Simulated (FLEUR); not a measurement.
# Magnetic state of NiO from several starts, part 2 of 2

Aim: find out whether NiO carries moments, and which collinear order costs least.

FLEUR MaX-R8.1; PBEsol with U = 6 eV on Ni d; all-electron FLAPW, Dirac cores, scalar-relativistic bands.

So far, largest spin moment in the muffin-tin sphere (μB): step 2 (start 1: ferro +) 1.78.

### 3. Start 2: antiferro q=(0,1/2,1/2) +-

Reversing part of the moments tests the sign of the couplings between them.

This order needs a doubled cell of 4 atoms. The mesh is halved along the doubled vector, so that both cells sample the same points. The k list default-1 (kpts.xml, not shown) is a Γ-centred 8×4×8 mesh.

inp.xml reads:

```
<?xml version="1.0" encoding="UTF-8" standalone="no"?>
<fleurInput fleurInputVersion="0.39">
   <comment>
      NiO
   </comment>
   <calculationSetup>
      <cutoffs Kmax="4.32" Gmax="13.0" GmaxXC="13.0" numbands="0"/>
      <scfLoop itmax="130" minDistance="0.0001" maxIterBroyd="15" imix="Anderson" alpha="0.05" precondParam="0.0" spinf="2.0" sdNocoIR="T"/>
      <coreElectrons ctail="T" frcor="F" kcrel="0" coretail_lmax="0"/>
      <xcFunctional name="PBEs" relativisticCorrections="F"/>
      <magnetism jspins="2"/>
      <soc l_soc="F" theta="0.0" phi="0.0" spav="F"/>
      <expertModes spex="0" secvar="F"/>
      <geometryOptimization l_f="F" forcealpha="1.0" forcemix="BFGS" epsdisp="0.00001" epsforce="0.00001"/>
      <ldaU l_linMix="F" mixParam="0.05" spinf="1.0"/>
   </calculationSetup>
   <cell>
      <bzIntegration valenceElectrons="48.0" mode="hist" fermiSmearingEnergy="0.00183747">
         <kPointListSelection listName="default-1"/>
         <xi:include xmlns:xi="http://www.w3.org/2001/XInclude" href="kpts.xml"> </xi:include>
      </bzIntegration>
      <xi:include xmlns:xi="http://www.w3.org/2001/XInclude" href="sym.xml"> </xi:include>
      <bulkLattice scale="1.0">
         <bravaisMatrix>
            <row-1>    0.0000000000000000     3.9417828250996005     3.9417828250996005</row-1>
            <row-2>    7.8835656501992011     0.0000000000000000     7.8835656501992011</row-2>
            <row-3>    7.8835656501992011     3.9417828250996005     3.9417828250996005</row-3>
         </bravaisMatrix>
      </bulkLattice>
   </cell>
   <atomSpecies>
      <species name="Nickel (Ni2.000" element="Ni" atomicNumber="28">
         <mtSphere radius="2.46" gridPoints="813" logIncrement="0.015"/>
         <atomicCutoffs lmax="10" lnonsphr="8"/>
         <electronConfig flipSpins="F">
            <coreConfig>(1s1/2) (2s1/2) (2p1/2) (2p3/2)</coreConfig>
            <valenceConfig>(3s1/2) (3p1/2) (3p3/2) (4s1/2) (3d3/2) (3d5/2)</valenceConfig>
            <stateOccupation state="(3d3/2)" spinUp="2.0" spinDown="1.2"/>
            <stateOccupation state="(3d5/2)" spinUp="3.0" spinDown="1.8"/>
         </electronConfig>
         <energyParameters s="4" p="4" d="3" f="4"/>
         <ldaU l="2" U="6.0" J="0.0" l_amf="F"/>
         <lo type="SCLO" l="0" n="3" eDeriv="0"/>
         <lo type="SCLO" l="1" n="3" eDeriv="0"/>
      </species>
      <species name="Nickel (Ni-2.000" element="Ni" atomicNumber="28">
         <mtSphere radius="2.46" gridPoints="813" logIncrement="0.015"/>
         <atomicCutoffs lmax="10" lnonsphr="8"/>
         <electronConfig flipSpins="F">
            <coreConfig>(1s1/2) (2s1/2) (2p1/2) (2p3/2)</coreConfig>
            <valenceConfig>(3s1/2) (3p1/2) (3p3/2) (4s1/2) (3d3/2) (3d5/2)</valenceConfig>
            <stateOccupation state="(3d3/2)" spinUp="1.2" spinDown="2.0"/>
            <stateOccupation state="(3d5/2)" spinUp="1.8" spinDown="3.0"/>
         </electronConfig>
         <energyParameters s="4" p="4" d="3" f="4"/>
         <ldaU l="2" U="6.0" J="0.0" l_amf="F"/>
         <lo type="SCLO" l="0" n="3" eDeriv="0"/>
         <lo type="SCLO" l="1" n="3" eDeriv="0"/>
      </species>
      <species name="Oxygen (O)" element="O" atomicNumber="8">
         <mtSphere radius="1.39" gridPoints="461" logIncrement="0.023"/>
         <atomicCutoffs lmax="6" lnonsphr="4"/>
         <electronConfig flipSpins="F">
            <coreConfig>(1s1/2)</coreConfig>
            <valenceConfig>(2s1/2) (2p1/2) (2p3/2)</valenceConfig>
            <stateOccupation state="(2p1/2)" spinUp="0.666667" spinDown="0.666667"/>
            <stateOccupation state="(2p3/2)" spinUp="1.333333" spinDown="1.333333"/>
         </electronConfig>
         <energyParameters s="2" p="2" d="3" f="4"/>
      </species>
   </atomSpecies>
   <atomGroups>
      <atomGroup species="Nickel (Ni2.000">
         <relPos label="                   1">.0000000000 .0000000000 .0000000000</relPos>
         <force calculate="T" relaxXYZ="TTT"/>
      </atomGroup>
      <atomGroup species="Nickel (Ni-2.000">
         <relPos label="                   2">.0000000000 1.000/2.000 .0000000000</relPos>
         <force calculate="T" relaxXYZ="TTT"/>
      </atomGroup>
      <atomGroup species="Oxygen (O)">
         <relPos label="                   3">1.000/2.000 .0000000000 1.000/2.000</relPos>
         <force calculate="T" relaxXYZ="TTT"/>
      </atomGroup>
      <atomGroup species="Oxygen (O)">
         <relPos label="                   4">1.000/2.000 1.000/2.000 1.000/2.000</relPos>
         <force calculate="T" relaxXYZ="TTT"/>
      </atomGroup>
   </atomGroups>
   <output dos="F" band="F" slice="F">
      <bandDOS minEnergy="-.5*Htr" maxEnergy="0.5*Htr" sigma="0.015" storeEVData="T"/>
      <plotting iplot="0" polar="F">
         <plot TwoD="T" vec1="  1.0  0.0  0.0" vec2="  0.0  1.0  0.0" vec3="  0.0  0.0  1.0" zero="  0.0  0.0  0.0" file="plot"/>
      </plotting>
      <moessbauerParams electricFieldGradient="F" isomerShift="F" coreHyperfine="F" valenceHyperfine="F"/>
   </output>
</fleurInput>
```

crystal.txt reads:

```
NiO
&input film=F cartesian=F /
0.00000000000  2.08590164140  2.08590164140
4.17180328280  0.00000000000  4.17180328280
4.17180328280  2.08590164140  2.08590164140
1.8897261246
1.0 1.0 1.0

4
28 0.00000000000  0.00000000000  0.00000000000 : 2.000
28 0.00000000000  0.50000000000  0.00000000000 : -2.000
8 0.50000000000  0.00000000000  0.50000000000
8 0.50000000000  0.50000000000  0.50000000000

&kpt div1=8 div2=4 div3=8 gamma=T /
```

On the command line:

```
> OMP_NUM_THREADS=1 inpgen -f crystal.txt > inpgen.log  # inp.xml is then edited as shown
> OMP_NUM_THREADS=1 mpirun -n 4 fleur_MPI > fleur.log
```

Log:

```text
[banner, memory and clock lines left out]
Welcome to FLEUR        (www.flapw.de)
      MaX-Release 8.1          (www.max-centre.eu)

 ========== k-point set info ==========
 Selected k-point list: default-1
 k-point list type: mesh
 0 x 0 x 0
 Number of k points: 80

 ------------Calculation Setup---------------------------
 Number of PE/node        :            4
 Number of OMP-threads    :            1
 k-points in parallel     :            4
 pe's per k-point         :            1
 No of k-point loops      :           20
 Eigenvalue solver        :       lapack
 Number of basis functions:          376
 Approximate size of matrices (H+S) per k-point:         0.002 GB
 no density matrix found ... skipping LDA+U
 Reset of history
 Iteration:     1   Distance:      31.83991761 me/bohr^3
 Iteration:     2   Distance:      38.92292144 me/bohr^3
 Iteration:     3   Distance:      36.24404201 me/bohr^3
 Iteration:     4   Distance:      19.74242009 me/bohr^3
 Iteration:     5   Distance:      11.06266944 me/bohr^3
 Iteration:     6   Distance:       8.50084506 me/bohr^3
 Iteration:     7   Distance:       1.66082770 me/bohr^3
 Iteration:     8   Distance:       1.17174676 me/bohr^3
 Iteration:     9   Distance:       0.24011200 me/bohr^3
 Iteration:    10   Distance:       0.23650785 me/bohr^3
 Iteration:    11   Distance:       0.04378960 me/bohr^3
 Iteration:    12   Distance:       0.03748974 me/bohr^3
 Iteration:    13   Distance:       0.00212382 me/bohr^3
 Iteration:    14   Distance:       0.00526185 me/bohr^3
 Iteration:    15   Distance:       0.00055686 me/bohr^3
 Iteration:    16   Distance:       0.00028373 me/bohr^3
 Iteration:    17   Distance:       0.00024949 me/bohr^3
 Iteration:    18   Distance:       0.00011675 me/bohr^3
 Iteration:    19   Distance:       0.00001530 me/bohr^3

 ********************************************************************
 Run finished successfully
 Stop message:
   all done
 ********************************************************************

--- out.xml (last complete iteration) ---
<iteration numberForCurrentRun="   19" overallNumber="   19">
         [... left out ...]
         <bandgap value="2.2671029302" units="eV"/>
         <sumValenceSingleParticleEnergies value="-35.8090664919" units="Htr"/>
         <FermiEnergy value="0.2925069962" units="Htr"/>
         <valenceDensity>
            <mtCharges spin="1">
               <mtCharge atomType="1" total="9.5638620" s="1.2063464" p="3.2627417" d="5.0135212" f="0.0569080"/>
               <mtCharge atomType="2" total="7.7732299" s="1.1895207" p="3.2434177" d="3.2610212" f="0.0559726"/>
               <mtCharge atomType="3" total="2.1879384" s="0.6795722" p="1.5053719" d="0.0025401" f="0.0003786"/>
               <mtCharge atomType="4" total="2.2517906" s="0.6868637" p="1.5613483" d="0.0030710" f="0.0004228"/>
            </mtCharges>
            <mtCharges spin="2">
               <mtCharge atomType="1" total="7.7732299" s="1.1895207" p="3.2434177" d="3.2610212" f="0.0559726"/>
               <mtCharge atomType="2" total="9.5638620" s="1.2063464" p="3.2627417" d="5.0135212" f="0.0569080"/>
               <mtCharge atomType="3" total="2.2517906" s="0.6868637" p="1.5613483" d="0.0030710" f="0.0004228"/>
               <mtCharge atomType="4" total="2.1879384" s="0.6795722" p="1.5053719" d="0.0025401" f="0.0003786"/>
            </mtCharges>
            <spinDependentCharge spin="1" total="24.0000000" interstitial="2.2231791" mtSpheres="21.7768209"/>
            <spinDependentCharge spin="2" total="24.0000000" interstitial="2.2231791" mtSpheres="21.7768209"/>
            <totalCharge value="48.0000000000"/>
         </valenceDensity>
         [... left out ...]
         <magneticMomentsInMTSpheres units="muBohr">
            <globalMagMoment atomType="1" vec="0.00000   0.00000   1.79063"/>
            <localMagMoment atomType="1" vec="0.00000   0.00000   1.79063"/>
            <globalMagMoment atomType="2" vec="0.00000   0.00000  -1.79063"/>
            <localMagMoment atomType="2" vec="0.00000   0.00000  -1.79063"/>
            <globalMagMoment atomType="3" vec="0.00000   0.00000  -0.06385"/>
            <localMagMoment atomType="3" vec="0.00000   0.00000  -0.06385"/>
            <globalMagMoment atomType="4" vec="0.00000   0.00000   0.06385"/>
            <localMagMoment atomType="4" vec="0.00000   0.00000   0.06385"/>
         </magneticMomentsInMTSpheres>
         [... left out ...]
         <totalEnergy value="    -3188.9436123526" units="Htr">
            <sumOfEigenvalues value="    -1818.8923814747">
               <coreElectrons value="-1783.0833149828"/>
               <valenceElectrons value="-35.8090664919"/>
            </sumOfEigenvalues>
            <densityCoulombPotentialIntegral value="-4869.0387797389"/>
            <densityEffectivePotentialIntegral value="-5053.9210154864"/>
            <chargeDenXCDenIntegral value="-141.2075043164"/>
            <FockExchangeEnergyValence value="0.0000000000"/>
            <FockExchangeEnergyCore value="0.0000000000"/>
         [... left out ...]
            <dftUCorrection value="-1.7532972202"/>
            <tkbTimesEntropy value="0.0000000000"/>
            <freeEnergy value="-3188.9436123526"/>
            <extrapolationTo0K value="-3188.9436123526"/>
         </totalEnergy>
         [... left out ...]
         <ldaUDensityMatrixConvergence>
            <distance spin="1" distance="0.000000"/>
            <distance spin="2" distance="0.000000"/>
         </ldaUDensityMatrixConvergence>
         <densityConvergence units="me/bohr^3">
            <chargeDensity spin="1" distance="0.0000100954"/>
            <chargeDensity spin="2" distance="0.0000100949"/>
            <overallChargeDensity distance="0.0000152993"/>
            <spinDensity distance="0.0000131748"/>
         </densityConvergence>
      </iteration>
```

Run time: 70 s. Hardware: 4 MPI ranks of Arm Neoverse V1, shared host; peak memory 0.41 GiB; 4.6 min of CPU time.

Spin moment in the muffin-tin sphere by atom:

| atom | spin moment in the muffin-tin sphere (μB) |
| --- | --- |
| Ni1 | 1.79 |
| Ni2 | -1.79 |
| O3 | -0.06 |
| O4 | 0.06 |

Read from the output:

```yaml
free_energy: -86775.5764 eV
program_s_band_gap_on_this_mesh_in_a_metal_only_a_level_spacing: 2.267 eV
magnetization: 0 μB
final_state: antiferromagnetic
```

It lies 11.7 meV a seeded atom over the first start, and its largest moment is 1.79 μB against 1.78 μB.

### 4. Start 3: antiferro q=(0,0,1/2) +-

An opposed order shows whether neighbours prefer unlike signs.

This order needs a doubled cell of 4 atoms. The mesh is halved along the doubled vector, so that both cells sample the same points. The k list default-1 (kpts.xml, not shown) is a Γ-centred 8×8×4 mesh.

Edit inp.xml of step 3 so:

```diff
@@ -25,4 +25,4 @@
             <row-1>    0.0000000000000000     3.9417828250996005     3.9417828250996005</row-1>
-            <row-2>    7.8835656501992011     0.0000000000000000     7.8835656501992011</row-2>
-            <row-3>    7.8835656501992011     3.9417828250996005     3.9417828250996005</row-3>
+            <row-2>    3.9417828250996005     0.0000000000000000     3.9417828250996005</row-2>
+            <row-3>    7.8835656501992011     7.8835656501992011     0.0000000000000000</row-3>
          </bravaisMatrix>
@@ -77,3 +77,3 @@
       <atomGroup species="Nickel (Ni-2.000">
-         <relPos label="                   2">.0000000000 1.000/2.000 .0000000000</relPos>
+         <relPos label="                   2">.0000000000 .0000000000 1.000/2.000</relPos>
          <force calculate="T" relaxXYZ="TTT"/>
@@ -81,7 +81,4 @@
       <atomGroup species="Oxygen (O)">
-         <relPos label="                   3">1.000/2.000 .0000000000 1.000/2.000</relPos>
-         <force calculate="T" relaxXYZ="TTT"/>
-      </atomGroup>
-      <atomGroup species="Oxygen (O)">
-         <relPos label="                   4">1.000/2.000 1.000/2.000 1.000/2.000</relPos>
+         <relPos label="                   3">1.000/2.000 1.000/2.000 1.000/4.000</relPos>
+         <relPos label="                   4">1.000/2.000 1.000/2.000 -1.000/4.000</relPos>
          <force calculate="T" relaxXYZ="TTT"/>
```

crystal.txt reads:

```
NiO
&input film=F cartesian=F /
0.00000000000  2.08590164140  2.08590164140
2.08590164140  0.00000000000  2.08590164140
4.17180328280  4.17180328280  0.00000000000
1.8897261246
1.0 1.0 1.0

4
28 0.00000000000  0.00000000000  0.00000000000 : 2.000
28 0.00000000000  0.00000000000  0.50000000000 : -2.000
8 0.50000000000  0.50000000000  0.25000000000
8 0.50000000000  0.50000000000  0.75000000000

&kpt div1=8 div2=8 div3=4 gamma=T /
```

Log:

```text
[banner, memory and clock lines left out]
Welcome to FLEUR        (www.flapw.de)
      MaX-Release 8.1          (www.max-centre.eu)

 ========== k-point set info ==========
 Selected k-point list: default-1
 k-point list type: mesh
 0 x 0 x 0
 Number of k points: 80

 [... set-up left out ...]
 no density matrix found ... skipping LDA+U
 Reset of history
 Iteration:     1   Distance:      36.00064201 me/bohr^3
 Iteration:     2   Distance:      38.52055817 me/bohr^3
 Iteration:     3   Distance:      35.81329735 me/bohr^3
 Iteration:     4   Distance:      18.94839722 me/bohr^3
[...]
[... left out ...]
            <freeEnergy value="-3188.9512826996"/>
            <extrapolationTo0K value="-3188.9512826996"/>
         </totalEnergy>
         [... left out ...]
         <ldaUDensityMatrixConvergence>
            <distance spin="1" distance="0.000001"/>
            <distance spin="2" distance="0.000001"/>
         </ldaUDensityMatrixConvergence>
         <densityConvergence units="me/bohr^3">
            <chargeDensity spin="1" distance="0.0000280595"/>
            <chargeDensity spin="2" distance="0.0000280580"/>
            <overallChargeDensity distance="0.0000373560"/>
            <spinDensity distance="0.0000418772"/>
         </densityConvergence>
      </iteration>
```

Elapsed: 75 s, on 4 MPI ranks; peak memory 0.37 GiB; 5 min of CPU time.

Spin moment in the muffin-tin sphere by atom:

| atom | spin moment in the muffin-tin sphere (μB) |
| --- | --- |
| Ni1 | 1.68 |
| Ni2 | -1.68 |
| O3 | 0.00 |
| O4 | 0.00 |

This step gave:

| Property | Result |
| --- | --- |
| free energy | -86775.7851 eV |
| program's band gap on this mesh (in a metal only a level spacing) | 3.268 eV |
| magnetization | 0 μB |
| final state | antiferromagnetic |

It lies 92.7 meV a seeded atom under the first start, and its largest moment is 1.68 μB against 1.78 μB.

### 5. The states side by side

Free energies are divided by the number of seeded atoms, so that cells of unlike size compare. Wavevectors q in the names are fractions of the primitive cell's reciprocal vectors.

Orders:

| start | final state | typed order kept | energy over the lowest (meV a seeded atom) | largest sphere moment (μB) | net moment (μB a primitive cell) | mesh matched | CPU time (s) |
| --- | --- | --- | --- | --- | --- | --- | --- |
| ferro + | ferromagnetic | yes | 92.68 | 1.778 | 2 | yes | 44.77 |
| antiferro q=(0,1/2,1/2) +- | antiferromagnetic | yes | 104.4 | 1.791 | 0 | yes | 278.1 |
| antiferro q=(0,0,1/2) +- | antiferromagnetic | yes | 0 | 1.683 | 0 | yes | 301.4 |

### 6. Outcome

```
lowest state found       : antiferromagnetic (typed antiferro q=(0,0,1/2) +-)
largest site spin moment : 1.68 μB
next finished state      : ferromagnetic, 92.7 meV a seeded atom higher
```

What this shows: The lowest state found is antiferromagnetic, reached from the start antiferro q=(0,0,1/2) +-, with moments up to 1.68 μB. The next finished state costs 93 meV a seeded atom. Only 3 starts were tried; other patterns of signs, canted and longer-period orders were not.

[Logs and program files are shortened in this print: banners, set-up blocks, solver, clock and traceback lines can be left out without a mark of their own.]

[Logs are printed without paths, hosts, clocks, repeated set-up lines and the standing remarks that a program may print on its own settings, such as how far it seeks lower states.]

[Hosts, paths, dates, database ids (printed as entryN), source tags and the programs' standing remarks are cut or masked in the printed files.]

[Where a cell is said to come from a database of computed structures, the database is the Materials Project.]
